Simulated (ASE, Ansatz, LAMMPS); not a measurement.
## Localised basis functions on (19,0) carbon nanotube (152 atoms)

Aim: test how closely localised support functions follow the reference on (19,0) carbon nanotube (152 atoms), and at what cost. A setting counts as converged where the r.m.s. difference of forces stays under 1 % of the r.m.s. force.

Calculated with Ansatz 0.2.0; Kohn-Sham DFT, LDA, PAW (set soft_2), plane waves.

## Step 1: The starting structure

The cell holds 152 atoms: 152 C. Its edges and angles: a = 26.878 Å, b = 26.827 Å, c = 8.522 Å, α = 90.0°, β = 90.0°, γ = 90.0°. It derives from C (graphene). Graphene sheet (a = 2.46 Å) rolled into a (19,0) tube of diameter 14.88 Å, 2 periods, 12 Å of vacuum; then minimised and run for 3 ps at 600 K (NVT) with a classical potential, last frame taken. Vacuum lies along a and b. The structure repeats along c.

Before any run, some limits are plain. Beside vacuum, support functions can miss their usual error bounds without a warning. Sampling is at Γ alone, for a cell whose periodic width is 9 Å.

## Step 2: How the cell was made

A classical potential prepares the built cell, by minimisation and a short run of dynamics.

This step: classical potential: AIREBO (Stuart, Tutein and Harrison, J. Chem. Phys. 112, 6472 (2000)) (LAMMPS stable Jul 2025 - Update 4).

The input, in.lammps:

```
units metal
atom_style atomic
boundary p p p
atom_modify map array
read_data structure.data
pair_style airebo 3.0 1 1
pair_coeff * * CH.airebo C
thermo_style custom step temp pe press lx ly lz fmax
thermo 300
min_style cg
minimize 0 1e-4 3000 30000
reset_timestep 0
timestep 0.001
velocity all create 1200 90167 dist gaussian
fix md all nvt temp 600 600 0.1
run 3000
write_data relaxed.data nocoeff
```

Run with:

```
lmp -in in.lammps -log log.lammps -screen none -nocite
```

The program printed:

```text
LAMMPS (22 Jul 2025 - Update 4)
  152 atoms
   Step          Temp          PotEng         Press            Lx             Ly             Lz            Fmax     
         0   0             -1123.1904     -25361.759      26.877804      26.826989      8.52169        0.11708559   
        16   0             -1124.2926     -11880.865      26.877804      26.826989      8.52169        8.1173535e-06
Loop time of 0.112667 on 1 procs for 16 steps with 152 atoms
Minimization stats:
  Stopping criterion = force tolerance
  Energy initial, next-to-last, final = 
      -1123.1903544936  -1124.29260408673  -1124.29260408688
  Force two-norm initial, final = 1.6002057 6.5183914e-05
[... 8 lines left out ...]
      1500   612.75822     -1114.3867     -7702.5093      26.877804      26.826989      8.52169        6.3306567    
      1800   655.86403     -1112.2261     -10746.254      26.877804      26.826989      8.52169        5.7182979    
      2100   576.54577     -1113.5973     -16518.198      26.877804      26.826989      8.52169        4.7423567    
      2400   629.22401     -1112.0079     -7172.4474      26.877804      26.826989      8.52169        5.9547043    
      2700   594.2287      -1112.9723     -14783.469      26.877804      26.826989      8.52169        5.414044     
      3000   680.74071     -1113.4206     -7779.5976      26.877804      26.826989      8.52169        5.868345     
Loop time of 7.56317 on 1 procs for 3000 steps with 152 atoms
```

Run time: 8.2 s. Hardware: 1 thread of Intel Xeon at 2.80GHz (Skylake/Cascade Lake), shared host.

## Step 3: Plane-wave single point

This run is the reference for what follows, at a cutoff of 420 eV.

The input, input.yaml:

```yaml
crystal:
  lattice:
    - [26.8778, 0.0, 0.0]
    - [0.0, 26.82699, 0.0]
    - [0.0, 0.0, 8.52169]
  atoms:
    - { symbol: C, position: [0.75228, 0.43597, 0.16298] }
    - { symbol: C, position: [0.76184, 0.47972, 0.091] }
    - { symbol: C, position: [0.76322, 0.5259, 0.17379] }
    - { symbol: C, position: [0.75403, 0.56918, 0.09278] }
    - { symbol: C, position: [0.76345, 0.48254, 0.41881] }
    - { symbol: C, position: [0.76199, 0.52721, 0.33458] }
    - { symbol: C, position: [0.73934, 0.61364, 0.17058] }
    - { symbol: C, position: [0.71529, 0.65075, 0.09254] }
    - { symbol: C, position: [0.75094, 0.57106, 0.42134] }
    - { symbol: C, position: [0.73578, 0.61125, 0.33558] }
    - { symbol: C, position: [0.68505, 0.68581, 0.17164] }
    - { symbol: C, position: [0.6596, 0.72, 0.08021] }
    - { symbol: C, position: [0.7165, 0.65244, 0.42093] }
    - { symbol: C, position: [0.69022, 0.68707, 0.34092] }
    - { symbol: C, position: [0.62603, 0.75003, 0.16342] }
    - { symbol: C, position: [0.58588, 0.77554, 0.08941] }
    - { symbol: C, position: [0.66151, 0.71952, 0.41627] }
    - { symbol: C, position: [0.62701, 0.74767, 0.32521] }
    - { symbol: C, position: [0.54097, 0.78447, 0.16521] }
    - { symbol: C, position: [0.49511, 0.78536, 0.07873] }
    - { symbol: C, position: [0.58287, 0.76847, 0.40813] }
    - { symbol: C, position: [0.53858, 0.77879, 0.3329] }
    - { symbol: C, position: [0.45365, 0.76902, 0.16249] }
    - { symbol: C, position: [0.40758, 0.7613, 0.07781] }
    - { symbol: C, position: [0.49559, 0.78413, 0.41797] }
    - { symbol: C, position: [0.45132, 0.77462, 0.32806] }
    - { symbol: C, position: [0.36199, 0.74964, 0.164] }
    - { symbol: C, position: [0.32521, 0.72088, 0.07759] }
    - { symbol: C, position: [0.4092, 0.7597, 0.41402] }
    - { symbol: C, position: [0.36838, 0.74221, 0.32733] }
    - { symbol: C, position: [0.29687, 0.68583, 0.16061] }
    - { symbol: C, position: [0.27082, 0.64887, 0.07573] }
    [... 114 atom lines left out ...]
    - { symbol: C, position: [0.7253, 0.34985, 0.67299] }
    - { symbol: C, position: [0.74828, 0.39016, 0.59162] }
    - { symbol: C, position: [0.69386, 0.31487, 0.92581] }
    - { symbol: C, position: [0.71751, 0.3524, 0.84225] }
    - { symbol: C, position: [0.74031, 0.39211, 0.91828] }
    - { symbol: C, position: [0.76049, 0.4334, 0.83746] }
kpoints:
  mp_grid: { grid: [1, 1, 1] }
hamiltonian:
  xc: lda
scf:
  occupations: { method: gaussian, width: 0.025 }
output:
  forces: true
  populations: intrinsic
  dos:
    method: { smearing: { sigma: 0.1 } }
    de: 0.1
    projected: { site_lists: { C: [C] } }
  eigenvalues: true
  write_density: true
  write_potential: true
  volumetric_format: npy
```

Run with:

```
ansatz run input.yaml --threads 8 --pin off --max-ram 15872MiB --backend cpu --events-out ev --progress --plain --runs-dir out
```

The program printed:

```text
Engine: ansatz 0.2.0, aarch64-unknown-linux-gnu
Pseudopotentials: kind: paw
Pseudopotential: C, paw, valence charge 4, recommended cutoff 420 eV (normal), C.paw.azcp
[... 3 lines on functional and potentials left out ...]
Crystal: 152 atoms, lattice volume = 6144.569 Å³
Basis set: ecut = 420 eV, 120093 PW (Γ)
Bands: 456, of which v1, the nominal top of the filled ones, is band 304 counted from 1 (303 counted from 0)
Symmetry: 1 space group operations
Space group: P1 (ITA 1), of the structure as read, at distance tolerance 1.8e-4 Å
k-points: 1
[... 4 lines on functional and potentials left out ...]
Initial density: superposition of atomic densities (neutral atoms: chi_scale 0, normalization atom), corrected by the library's trained network
Initial wavefunctions: pseudopotential atomic-orbital guess
Functional: x = slater, c = lda
SCF iter   1: F=—  HF=-36903.028163 eV  |F-HF|=—  |Δ(HF+E_count)|=         —  Δρ=3.48e-3  dr2=6.00e-1  ethr=1.77e-3  ⟨swp⟩=7.0  Hψ=2248  notcnv=0  defer=131
preconditioner: auto → Resta (q_TF=auto, 1.855 Å⁻¹)  ε∞=1.6  [insulator: Δε(μ)=0.582 eV  Ē_g=14.655 eV  σ=0.025 eV  W_gap=1.00  n_scr=676 (ndim 8)  ℏωp=11.7 eV  f_vac=0.741  D(μ)=0.00/eV (n_scr^D=0)  ε∞_Penn≈1.6  vacuum switching on, ρ_ref=1.6e-2 e/Å³]
SCF iter   2: F=—  HF=-36902.976473 eV  |F-HF|=—  |Δ(HF+E_count)|=   5.17e-2  Δρ=1.75e-3  dr2=5.40e-1  ethr=9.88e-5  ⟨swp⟩=2.0  Hψ=691  notcnv=0  defer=148
SCF iter   3: F=—  HF=-36903.353575 eV  |F-HF|=—  |Δ(HF+E_count)|=   3.77e-1  Δρ=2.21e-3  dr2=5.51e0  ethr=8.89e-5  ⟨swp⟩=4.0  Hψ=456  notcnv=0  defer=148  recentre
SCF iter   4: F=—  HF=-36902.965269 eV  |F-HF|=—  |Δ(HF+E_count)|=   3.88e-1  Δρ=7.91e-4  dr2=1.49e-1  ethr=8.89e-5  ⟨swp⟩=2.0  Hψ=527  notcnv=0  defer=148
SCF iter   5: F=—  HF=-36902.968266 eV  |F-HF|=—  |Δ(HF+E_count)|=   3.00e-3  Δρ=5.06e-4  dr2=7.48e-2  ethr=2.45e-5  ⟨swp⟩=2.0  Hψ=351  notcnv=0  defer=148
SCF iter   6: F=—  HF=-36902.970347 eV  |F-HF|=—  |Δ(HF+E_count)|=   2.08e-3  Δρ=1.98e-4  dr2=5.33e-3  ethr=1.23e-5  ⟨swp⟩=2.0  Hψ=335  notcnv=0  defer=148
SCF iter   7: F=—  HF=-36902.974247 eV  |F-HF|=—  |Δ(HF+E_count)|=   3.90e-3  Δρ=1.13e-4  dr2=6.86e-3  ethr=8.77e-7  ⟨swp⟩=2.0  Hψ=489  notcnv=0  defer=148
SCF iter   8: F=—  HF=-36902.974770 eV  |F-HF|=—  |Δ(HF+E_count)|=   5.22e-4  Δρ=6.15e-5  dr2=6.23e-4  ethr=8.77e-7  ⟨swp⟩=2.0  Hψ=313  notcnv=0  defer=148
SCF iter   9: F=—  HF=-36902.974882 eV  |F-HF|=—  |Δ(HF+E_count)|=   1.12e-4  Δρ=3.77e-5  dr2=1.18e-4  ethr=1.02e-7  ⟨swp⟩=2.0  Hψ=346  notcnv=0  defer=148
SCF iter  10: F=—  HF=-36902.974907 eV  |F-HF|=—  |Δ(HF+E_count)|=   2.52e-5  Δρ=1.97e-5  dr2=5.50e-5  ethr=1.94e-8  ⟨swp⟩=2.0  Hψ=546  notcnv=0  defer=148
SCF iter  11: F=—  HF=-36902.974576 eV  |F-HF|=—  |Δ(HF+E_count)|=   3.31e-4  Δρ=8.12e-6  dr2=8.29e-6  ethr=9.05e-9  ⟨swp⟩=2.0  Hψ=739  notcnv=0  defer=148
SCF iter  12: F=—  HF=-36902.974577 eV  |F-HF|=—  |Δ(HF+E_count)|=   3.91e-7  Δρ=4.23e-6  dr2=9.13e-7  ethr=1.36e-9  ⟨swp⟩=2.0  Hψ=470  notcnv=0  defer=148
SCF iter  13: F=—  HF=-36902.974578 eV  |F-HF|=—  |Δ(HF+E_count)|=   1.16e-6  Δρ=2.64e-6  dr2=1.41e-6  ethr=1.50e-10  ⟨swp⟩=3.0  Hψ=542  notcnv=0  defer=148
SCF iter  14: F=—  HF=-36902.974578 eV  |F-HF|=—  |Δ(HF+E_count)|=   7.68e-9  Δρ=1.72e-6  dr2=3.07e-7  ethr=1.50e-10  ⟨swp⟩=2.0  Hψ=348  notcnv=0  defer=148
SCF iter  15: F=—  HF=-36902.974578 eV  |F-HF|=—  |Δ(HF+E_count)|=   4.97e-7  Δρ=8.50e-7  dr2=1.35e-7  ethr=5.05e-11  ⟨swp⟩=2.0  Hψ=470  notcnv=0  defer=148
SCF iter  16: F=-36902.974579 eV  HF=-36902.974579 eV  |F-HF|=6.76e-9  |Δ(HF+E_count)|=   1.20e-7  Δρ=3.18e-7  dr2=2.59e-8  ethr=1.64e-11  ⟨swp⟩=38.0  Hψ=5614  notcnv=0
SCF 1 converged in 16 iterations: F = -36902.974579 eV  dr2 = 2.59e-8
  greatest PAW one-centre occupation: 0.690 electrons in one spin orbital (limit 2), on the C atom at site 102 (counted from 0), in its partial waves of l = 0
WARN: The output density's exchange-correlation potential varies sharply where the density is thin. Do not read a vacuum level from v_tot or v_xc, or from such a field of the output density. On a cell that repeats whose density bears no net charge and no dipole along the vacuum's axis use v_es (v_loc + v_h of the components); [...]
SCF converged after 16 iterations
Free energy (F): -36902.974579 eV
Harris-Foulkes:  -36902.974579 eV  (|F-HF|=6.76e-9)
Internal energy: -36902.974579 eV  (E = F + TS)
E sigma→0 (E₀):  -36902.974579 eV
Fermi energy:    -2.042299 eV
--- Per-component energies (eV) ---
  E_band       = -6795.139678
  E_kinetic    = 13937.054311
  E_local      = -249127.333056  (includes V_loc(G=0)·N_el)
  E_nonlocal   = 4351.790674
  E_hartree    = 117111.161811
  E_xc         = -7237.694968
  E_vxc        = -8998.805127  (∫ρ·V_xc dr)
  E_paw        = -13980.061154  (= ΣΔE_a)
  E_vpaw       = -1180.175739  (= ΣTr[D̂ρ^β])
  E_aug_tail   = 0.001508  (compensation charges beyond the density's cutoff)
  E_ewald      = 98032.555755
  E_core_change = 9.550541  (= ΣΔE_core)
  E_smearing   = -0.000000  (= −TS)
  E_closure    = 0.000000  (closes the sum)
  Σ components = -36902.974579   (vs F -36902.974579, Δ=0.00e0)
--- Forces (eV/Å), atoms counted from 1 ---
  atom   1  C      1.06397551     0.19153036     3.01745909
  atom   2  C      0.70041769     2.35519181    -1.38748381
  atom   3  C     -0.47630112    -0.95813885    -1.20081227
  atom   4  C      0.50069979     1.75868648    -0.98198441
  atom   5  C     -0.46460518    -1.52749841    -0.10190219
  atom   6  C     -0.00938865     0.07078620     3.15539301
  atom   7  C     -0.13389041    -2.25296315     0.55083566
  atom   8  C     -0.34999995     1.79465456    -3.14886389
  atom   9  C      0.47440179    -1.80338465    -0.15041018
  atom  10  C      0.17309152     2.12756950     1.32692012
  atom  11  C      2.67966008    -0.90754226    -0.83321199
  atom  12  C     -0.54214702     1.33724454    -0.39744617
  atom  13  C      0.98561771    -2.23916309     1.22241155
  atom  14  C     -0.20885786    -0.23908437    -2.78543519
[...]
atom 151  C      0.76452192     0.56681110     0.57294920
  atom 152  C     -0.50249031     1.83184535     1.85148607
  max |Σ_I F_I| component: 1.65e-3 eV/Å
--- Band table (eV) ---
  k-point 0: bands = ["-21.7022", "-21.6166", "-21.5843", "-21.4607", [... 440 levels ...], "4.8754", "4.8867", "4.9256", "5.0075", "5.0117", "5.0310", "5.0423", "5.0566", "5.0602", "5.0804", "5.1305", "5.1469"]
--- intrinsic populations: 152 sites ---
  site symbol       q [e]
     0      C      4.0044
     1      C      3.9981
     2      C      4.0070
[...]
151      C      4.0053
  spilling = 0.000000 (of n_electrons = 608.000000)
```

The job ended after 71 s (8 threads of Arm Neoverse V2, shared host; peak memory 6.5 GiB; 9.1 min of CPU time).

The program notes that the exchange-correlation potential is rough where the density is thin.

The run gave:

```
free energy                                      : -36902.9746 eV
free energy per atom                             : -242.7827 eV/atom
SCF cycles                                       : 16
r.m.s. force component                           : 1.47 eV/Å
longest force                                    : 5.524 eV/Å
Fermi energy                                     : -2.042 eV
gap (highest filled to lowest empty level) : 0.5798 eV
```

Length of the force by element:

```
element  coordination  atoms  mean length of the force (eV/Å)  spread  least  most
      C           all    152                             2.36   0.960  0.382  5.52
```

Intrinsic-atomic-orbital charges by element:

```
element  coordination  atoms  mean charge (e)  spread    least    most
      C           all    152                0  0.0057  -0.0212  0.0154
```

States in the cell by windows of 1 eV, zero at the Fermi level; the larger projections on atomic orbitals stand beside the total:

```
from (eV)  to (eV)  total   C p  C s
      -10       -9   21.2  17.0  4.0
       -9       -8   23.5  19.5  3.8
       -8       -7   61.1  53.7  6.5
       -7       -6   80.7  76.8  3.2
       -6       -5   55.5  53.5  1.4
       -5       -4   33.6  32.9  0.6
       -4       -3   35.8  35.4  0.3
       -3       -2   36.3  36.0  0.2
       -2       -1   13.3  13.1  0.1
       -1        0   10.5  10.4  0.1
        0        1   12.2  12.0  0.1
        1        2   29.8  28.3  0.4
        2        3   14.0  13.1  0.1
        3        4   26.0  14.2  0.2
        4        5   39.2  14.7  0.2
```

Between -20 and -10 eV lie 236 more states.

The levels nearest the highest filled one (over half full), pooled over k-points and spins:

```
level less the highest filled one (eV)  occupation
                                -0.729           2
                                -0.666           2
                                -0.133           2
                               -0.0747           2
                               -0.0487           2
                                     0           2
                                 0.580           0
                                 0.630           0
                                 0.677           0
                                 0.758           0
                                  1.11           0
                                  1.14           0
```

Electrostatic potential energy in the cb plane at fractional x = 0.243, with atoms of C within 0.2 Å of it. With pseudopotentials it is smooth inside the atoms' cores, unlike the true potential.

Values in eV, 13 rows by 16 columns, each cell a mean:
```
  3   3   3   3   3   3   3   3   3   3   3   3   3   3   3   3
  3   3   3   3   3   3   3   3   3   3   3   3   3   3   3   3
  3   3   3   3   3   3   3   2   2   2   2   2   3   3   3   3
  2   2   2   2   2   2   2   2   2   2   2   2   2   2   2   2
 -3  -7 -14  -8  -4 -10  -6  -2  -1  -3  -7  -4  -4  -9  -9  -5
-17 -36 -33 -15 -10 -26 -36 -24 -19 -33 -29 -16 -12 -29 -36 -25
-18 -34 -37 -22 -17 -31 -33 -23 -15 -33 -37 -23 -16 -35 -40 -24
 -9 -24 -34 -26 -16 -33 -23  -7  -6 -16 -31 -20 -17 -34 -29 -14
 -2  -6  -2   0   1   1   0   0   0  -1   1   1   1   0  -4  -2
  2   2   2   2   2   2   2   2   2   2   2   2   2   2   2   2
  2   2   3   3   3   3   3   3   2   2   2   2   2   2   2   2
  2   2   3   3   3   3   3   3   3   2   2   2   2   2   2   2
  3   3   3   3   3   3   3   3   3   3   3   3   3   3   3   3
```
Columns run along c (8.5 Å; values clipped at the 3rd and 97th percentile), rows up along b (26.8 Å). Atoms in or near the plane, at fractional coordinates: C at (0.08, 0.56), C at (0.16, 0.52), C at (0.08, 0.47), C at (0.41, 0.56), C at (0.32, 0.52), C at (0.17, 0.43), C at (0.42, 0.48), C at (0.34, 0.43), C at (0.57, 0.56), C at (0.67, 0.52), C at (0.59, 0.48), C at (0.91, 0.56), C at (0.83, 0.52), C at (0.92, 0.47) and more.

Valence density in the cb plane at fractional x = 0.243, with atoms of C within 0.2 Å of it. It is the smooth field of the valence electrons, not physical close to the nuclei.

Values in e/Å³, 13 rows by 16 columns, each cell a mean:
```
0.0 0.0 0.0 0.0 0.0 0.0 0.0 0.0 0.0 0.0 0.0 0.0 0.0 0.0 0.0 0.0
0.0 0.0 0.0 0.0 0.0 0.0 0.0 0.0 0.0 0.0 0.0 0.0 0.0 0.0 0.0 0.0
0.0 0.0 0.0 0.0 0.0 0.0 0.0 0.0 0.0 0.0 0.0 0.0 0.0 0.0 0.0 0.0
0.0 0.0 0.0 0.0 0.0 0.0 0.0 0.0 0.0 0.0 0.0 0.0 0.0 0.0 0.0 0.0
0.3 0.6 0.7 0.5 0.4 0.5 0.5 0.2 0.2 0.3 0.4 0.3 0.3 0.5 0.6 0.4
1.0 1.5 1.6 0.8 0.7 1.2 1.6 1.1 1.0 1.4 1.4 0.8 0.7 1.3 1.7 1.1
1.0 1.5 1.6 1.0 0.9 1.3 1.5 1.0 0.9 1.4 1.7 1.1 1.0 1.5 1.8 1.1
0.6 1.2 1.6 1.1 1.0 1.3 1.3 0.6 0.5 1.0 1.3 1.0 0.9 1.4 1.4 0.7
0.2 0.3 0.3 0.1 0.1 0.1 0.1 0.1 0.1 0.2 0.1 0.1 0.1 0.2 0.3 0.2
0.0 0.0 0.0 0.0 0.0 0.0 0.0 0.0 0.0 0.0 0.0 0.0 0.0 0.0 0.0 0.0
0.0 0.0 0.0 0.0 0.0 0.0 0.0 0.0 0.0 0.0 0.0 0.0 0.0 0.0 0.0 0.0
0.0 0.0 0.0 0.0 0.0 0.0 0.0 0.0 0.0 0.0 0.0 0.0 0.0 0.0 0.0 0.0
0.0 0.0 0.0 0.0 0.0 0.0 0.0 0.0 0.0 0.0 0.0 0.0 0.0 0.0 0.0 0.0
```
Columns run along c (8.5 Å), rows up along b (26.8 Å). Atoms in or near the plane, at fractional coordinates: C at (0.08, 0.56), C at (0.16, 0.52), C at (0.08, 0.47), C at (0.41, 0.56), C at (0.32, 0.52), C at (0.17, 0.43), C at (0.42, 0.48), C at (0.34, 0.43), C at (0.57, 0.56), C at (0.67, 0.52), C at (0.59, 0.48), C at (0.91, 0.56), C at (0.83, 0.52), C at (0.92, 0.47) and more.

Intrinsic-atomic-orbital charges run from -0.02 to +0.02 e. The largest share in the top eV of filled states is C p (99 % of the projected weight), and in the lowest eV of empty states C p (99 % of the projected weight).

## Step 4: Local order

Bonds and neighbours are counted at the geometry of the runs.

Normalised to the volume that the atoms fill. Pair distribution function in bins of 0.1 Å:

```
r (Å)  total
 1.25   0.00
 1.35   6.90
 1.45  11.90
 1.55   0.21
 1.65   0.00
 1.75   0.00
 1.85   0.00
 1.95   0.00
 2.05   0.00
 2.15   0.00
 2.25   0.00
 2.35   2.76
 2.45   8.57
 2.55   1.38
 2.65   0.12
 2.75   1.94
 2.85   2.36
 2.95   0.39
 3.05   0.00
 3.15   0.00
 3.25   0.00
 3.35   0.00
 3.45   0.00
 3.55   0.26
 3.65   1.85
 3.75   2.86
 3.85   0.52
 3.95   0.00
 4.05   0.28
 4.15   1.66
 4.25   1.94
 4.35   0.38
 4.45   0.01
 4.55   0.02
 4.65   0.27
 4.75   0.62
 4.85   1.53
 4.95   1.62
 5.05   1.21
 5.15   0.87
 5.25   0.04
 5.35   0.02
 5.45   0.23
 5.55   0.43
```

Bonds by pair of elements; cutoffs follow the first minimum of g(r), held within bounds set by covalent radii, and pairs that aren't listed don't count as bonded:

```
pair A-B  cutoff (Å)  bonds  mean length (Å)  spread (Å)  shortest (Å)  B about A  A about B
     C-C        1.85    228             1.41       0.035          1.33          3          3
```

How many atoms have how many bonded neighbours:

```
element  mean    3
      C     3  152
```

Bond angles (no mean is given where the spread exceeds 20°):

```
angle  count  mean (°)  spread (°)
C-C-C    456       120         2.9
```

The first maximum of g(r) stands at about 1.41 Å. By these cutoffs all C atoms have 3 bonded neighbours. The C-C-C angle averages 120° with a spread of 3°.

[end of part 1 of 2]

[Logs are printed without paths, hosts, clocks, repeated set-up lines and the standing remarks that a program may print on its own settings, such as how far it seeks lower states.]

[Hosts, paths, dates, database ids (printed as entryN), source tags and the programs' standing remarks are cut or masked in the printed files.]
